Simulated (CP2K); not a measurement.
Two runs for the C K edge of trifluorotoluene. Run A: CP2K XAS_TDP, all-electron GAPW, PBEh(45%), aug-cc-pVDZ, TDA, no relativity. Run B differs in one setting.

First lines with a strength over 0.0015. A:

```csv
atom,energy (eV),states,"strength, one atom"
C2 (bonded to C and 3 F),288.93,1,0.0470
,290.00,1,0.0876
,290.98,1,0.0026
,291.64,1,0.0220
,291.91,1,0.0400
C5 (bonded to 3 C),281.67,1,0.0467
,286.58,1,0.0079
,286.79,1,0.0020
,286.83,1,0.0024
,287.73,1,0.0016
"C6 (bonded to 2 C and H), 2 alike",281.30,1,0.0536
,284.89,1,0.0103
,285.79,1,0.0039
,286.35,1,0.0024
,286.43,1,0.0030
"C7 (bonded to 2 C and H), 2 alike",281.42,1,0.0522
,284.50,1,0.0116
,285.63,1,0.0018
,286.22,1,0.0039
,286.25,1,0.0018
C8 (bonded to 2 C and H),281.21,1,0.0527
,284.52,1,0.0117
,285.79,1,0.0033
,286.27,1,0.0038
,287.25,1,0.0081
```

B:

| atom | energy (eV) | states | strength, one atom |
| --- | --- | --- | --- |
| C2 (bonded to C and 3 F) | 282.61 | 1 | 0.0143 |
|  | 284.87 | 1 | 0.0600 |
|  | 285.12 | 1 | 0.0030 |
|  | 285.15 | 1 | 0.0045 |
|  | 285.60 | 1 | 0.0305 |
| C5 (bonded to 3 C) | 275.96 | 1 | 0.0353 |
|  | 279.83 | 1 | 0.0016 |
|  | 279.91 | 1 | 0.0015 |
|  | 280.88 | 1 | 0.0032 |
|  | 281.71 | 1 | 0.0027 |
| C6 (bonded to 2 C and H), 2 alike | 275.71 | 1 | 0.0399 |
|  | 276.55 | 1 | 0.0016 |
|  | 278.21 | 1 | 0.0031 |
|  | 278.78 | 1 | 0.0029 |
|  | 279.49 | 1 | 0.0017 |
| C7 (bonded to 2 C and H), 2 alike | 275.78 | 1 | 0.0380 |
|  | 277.95 | 1 | 0.0049 |
|  | 278.65 | 1 | 0.0017 |
|  | 279.44 | 1 | 0.0028 |
|  | 280.20 | 1 | 0.0094 |
| C8 (bonded to 2 C and H) | 275.59 | 1 | 0.0389 |
|  | 277.96 | 1 | 0.0051 |
|  | 278.83 | 1 | 0.0024 |
|  | 279.48 | 1 | 0.0022 |
|  | 280.21 | 1 | 0.0114 |

**Question.** Which was it: scalar relativity switched on, the basis, GW2X switched on, the functional?

The functional (functional from PBEh(45%) to PBE0; the lines alone don't name the new value). A functional moves all lines by electronvolts and changes their spacings and strengths. Against PBEh(45%) in aug-cc-pVDZ, the leading lines move by -5.71 eV (C5, to 275.96), -5.59 eV (C6, to 275.71), -5.64 eV (C7, to 275.78) and -5.62 eV (C8, to 275.59); the strength of C5's goes from 0.0467 to 0.0353. For C2 the rule picks another line of the list in the two runs, so no shift is given. The next line of C5 over the strength cut lies 3.87 eV higher, against 4.91.

[Banner, clock and machine lines of the logs are left out without a mark of their own.]

[Logs are printed without paths, hosts, clocks, repeated set-up lines and the standing remarks that a program may print on its own settings, such as how far it seeks lower states.]

[Hosts, paths, dates, database ids (printed as entryN), source tags and the programs' standing remarks are cut or masked in the printed files.]
